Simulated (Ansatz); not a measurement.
# Lattice dynamics of Mg3TlN (built on the sites of a database entry of Ca3TlN), part 3 of 3

Wanted: phonon frequencies of Mg3TlN (built on the sites of a database entry of Ca3TlN) and what follows from them.

Ansatz 0.2.0; DFT LDA, scalar-relativistic, plane waves, PAW.

So far. Step 3 (Relaxing to small forces for the phonons): The forces vanish by symmetry and the pressure is -0.003 GPa, within the tolerances set. The cell now holds 15.94 Å³/atom. Step 4 (Linear response at the zone centre): Before it was imposed, the acoustic sum rule was missed by 1.7e-5 eV/Å². Small misses are needed for a sound result but don't prove that mesh and cutoff are converged. The lowest optical mode is real, 134 cm⁻¹. The relaxed cell has a = 4.303 Å (conventional setting).

The structure was built from a prototype and need not be the compound's stable phase.

### Step 5. Phonons on a q mesh (continued)

The partial phonon density of states has structure finer than the step of the table below, so its rows give means over 20 cm⁻¹, whole bins alone (the curve runs from -10 to 480 cm⁻¹). Peaks (cm⁻¹: height): Mg 159.6: 0.0799, 205.9: 0.0543, 264.5: 0.104, 446.4: 0.0292; N 264.5: 0.00982, 390.9: 0.0445, 415.6: 0.0271, 446.4: 0.0574; Tl 70.2: 0.158.

Phonopy on the run's constants, 13x13x13 mesh, Gaussian sigma 3.5 cm-1. Interpolated from a 2×2×2 q mesh, rough between the solved points. Table of partial phonon density of states by wavenumber; means over each step; values in 1/cm⁻¹/cell:

```tsv
wavenumber (cm⁻¹)	Mg	N	Tl
0	1.8e-5	3.1e-6	5.2e-5
20	2.9e-4	5.2e-5	9.6e-4
40	0.00130	2.0e-4	0.00695
60	0.00386	4.0e-4	0.0666
80	0.00130	1.1e-4	0.0679
100	0	0	2.3e-5
120	6.4e-4	5.7e-6	1.8e-5
140	0.0268	0.00112	0.00181
160	0.0641	0.00369	0.00306
180	0.0416	0.00154	7.2e-4
200	0.0459	0.00106	4.4e-4
220	0.0426	0.00128	5.6e-4
240	0.0455	0.00407	3.7e-4
260	0.0762	0.00768	3.4e-4
280	0.0236	0.00322	1.3e-4
300	0.0124	0.00336	1.5e-5
320	0.0128	0.00347	0
340	0.00829	0.00328	0
360	0.00406	0.00257	0
380	0.00115	0.0140	1.3e-5
400	0.00422	0.0291	2.9e-5
420	0.00828	0.0213	1.4e-5
440	0.0204	0.0384	1.5e-5
460	0.00481	0.0101	2.1e-6
```

Harmonic thermodynamic functions per atom, from the density of states. Interpolated from a 2×2×2 q mesh, rough between the solved points. Thermodynamic functions, by row:

```tsv
T (K)	F_vib (meV/atom)	S (J/mol-atom/K)	C_V (J/mol-atom/K)
0	43.36	0	0
50	42.9	2.834	5.179
100	39.97	8.58	11.94
200	25.19	19.55	19.33
300	0.35	27.99	22.05
400	-32.17	34.51	23.22
500	-70.75	39.76	23.81
600	-114.3	44.14	24.14
700	-162	47.88	24.35
800	-213.4	51.14	24.49
900	-267.9	54.03	24.58
1000	-325.3	56.62	24.65
```

Harmonic mean-square displacement, third of the trace. Interpolated from a 2×2×2 q mesh, rough between the solved points. Mean square displacements, by row:

```tsv
T (K)	Mg1 U_eq (Å²)	Mg2 U_eq (Å²)	Mg3 U_eq (Å²)	Tl4 U_eq (Å²)	N5 U_eq (Å²)
0	0.00331	0.00331	0.00331	0.00121	0.00347
100	0.0041	0.0041	0.0041	0.00284	0.00387
300	0.00863	0.00863	0.00863	0.00799	0.00641
600	0.01645	0.01645	0.01645	0.01589	0.01147
```

Symmetry leaves 4 wavevectors to solve. The lowest mode among them, the acoustic zeros apart, lies at q = (0, -0.5, -0.5) and is real, 67.0 cm⁻¹.

### Step 6. Another isotope, element Mg, natural mass 24.305 amu

An isotope changes the mass and not the force constants, so no new electronic calculation is needed; the shifts show which modes move this element.

The same force constants with the mass of Mg changed from 24.305 to 25.983 u (phonopy, no LO-TO term). Both lists are sorted by frequency; levels can cross, so a row need not hold one and the same mode. Modes under 3 cm⁻¹ are left out. Isotope shifts, by row, the first 40 of 57 rows:

```tsv
q	rank	natural mass (cm⁻¹)	changed mass (cm⁻¹)
0 0 0	4	134.4	131.8
0 0 0	5	134.4	131.8
0 0 0	6	134.4	131.8
0 0 0	7	204.3	197.6
0 0 0	8	204.3	197.6
0 0 0	9	204.3	197.6
0 0 0	10	298.3	290
0 0 0	11	298.3	290
0 0 0	12	298.3	290
0 0 0	13	448.6	443.9
0 0 0	14	448.6	443.9
0 0 0	15	448.6	443.9
0 0 -0.5	1	68.87	68.82
0 0 -0.5	2	68.87	68.82
0 0 -0.5	3	82.65	82.65
0 0 -0.5	4	156.7	152.1
0 0 -0.5	5	156.7	152.1
0 0 -0.5	6	196.1	189.7
0 0 -0.5	7	201.4	194.8
0 0 -0.5	8	220.2	213.1
0 0 -0.5	9	220.2	213.1
0 0 -0.5	10	254.8	248.2
0 0 -0.5	11	254.8	248.2
0 0 -0.5	12	320.2	309.7
0 0 -0.5	13	389.5	389.4
0 0 -0.5	14	447.3	442.5
0 0 -0.5	15	447.3	442.5
0 -0.5 -0.5	1	67.03	66.96
0 -0.5 -0.5	2	67.03	66.96
0 -0.5 -0.5	3	77.7	77.7
0 -0.5 -0.5	4	130.3	126
0 -0.5 -0.5	5	203.7	197
0 -0.5 -0.5	6	203.7	197
0 -0.5 -0.5	7	213.7	207.1
0 -0.5 -0.5	8	213.7	207.1
0 -0.5 -0.5	9	232.6	227.1
0 -0.5 -0.5	10	258.5	250
0 -0.5 -0.5	11	262.1	253.5
0 -0.5 -0.5	12	358.2	346.5
0 -0.5 -0.5	13	388.4	388.2
```

A mode of this element alone would shift by -3.28 %. The highest zone-centre frequency without the field goes from 448.6 to 443.9 cm⁻¹ (-1.0 %). The product of the frequency ratios over all optical modes at Γ is 0.760; the product rule, (m/m′)^(3k/2) (M′/M)^(3/2) with k = 3 such atoms and M the mass of the cell, gives 0.760.

### Step 7. Isotope substitution, element N, natural mass 14.007 amu

The same for N, from 14.01 to 15.00 u.

A mode of this element alone would shift by -3.37 %. The highest zone-centre frequency without the field goes from 448.6 to 438.6 cm⁻¹ (-2.2 %). The product of the frequency ratios over all optical modes at Γ is 0.907; the product rule, (m/m′)^(3k/2) (M′/M)^(3/2) with k = 1 such atoms and M the mass of the cell, gives 0.907.

### Step 8. Isotope substitution, element Tl, natural mass 204.38 amu

The same for Tl, from 204.38 to 202.97 u.

A mode of this element alone would shift by +0.35 %. The highest zone-centre frequency without the field goes from 448.6 to 448.6 cm⁻¹ (+0.0 %). The product of the frequency ratios over all optical modes at Γ is 1.003; the product rule, (m/m′)^(3k/2) (M′/M)^(3/2) with k = 1 such atoms and M the mass of the cell, gives 1.003.

### Step 9. Outcome

* space group after relaxation (within 0.01 Å): Pm-3m
* volume per atom: 15.9 Å³
* electronic character: no gap on this mesh
* highest optical mode at the zone centre (no LO-TO term): 449 cm⁻¹
* lowest optical zone-centre mode: 134 cm⁻¹
* lowest mode on the q mesh (acoustic modes at Γ apart): 67.0 cm⁻¹
* highest frequency on the path or at a solved wavevector: 457 cm⁻¹
* zero-point energy per atom: 43.4 meV
* heat capacity at 300 K: 22.1 J/(mol atoms K)
* vibrational entropy at 300 K: 28.0 J/(mol atoms K)
* Debye temperature (second moment): 488 K
* imaginary modes on the 2×2×2 q mesh: none

**Reading.** The structure is a minimum as far as tested: no mode is imaginary at the 4 irreducible wavevectors of the 2×2×2 mesh, and the softest away from the acoustic zeros lies at 67 cm⁻¹. The optical modes at Γ span 134 to 449 cm⁻¹. The highest mode in this list at Γ, 448.6 cm⁻¹, has its largest share on N (67 % of the kinetic energy). On the path and the mesh, the widest gap between branches runs from 83 to 130 cm⁻¹. The q mesh stands for a supercell only 8.6 Å across, so branches between the solved wavevectors are rough. With no gap, or one that is small against the smearing, the frequencies hang on the k mesh and the smearing, most of all near Kohn anomalies. Spin-orbit coupling is left out, which can matter for the heavy elements here. A phonon run warned that its eigensolver left some bands unconverged in a pass. The starting cell was built on a prototype and not taken from a measurement, so the phase need not exist. These are harmonic frequencies at zero temperature: anharmonic shifts, linewidths and thermal expansion are left out.

[Logs are printed without paths, hosts, clocks, repeated set-up lines and the standing remarks that a program may print on its own settings, such as how far it seeks lower states.]

[Hosts, paths, dates, database ids (printed as entryN), source tags and the programs' standing remarks are cut or masked in the printed files.]
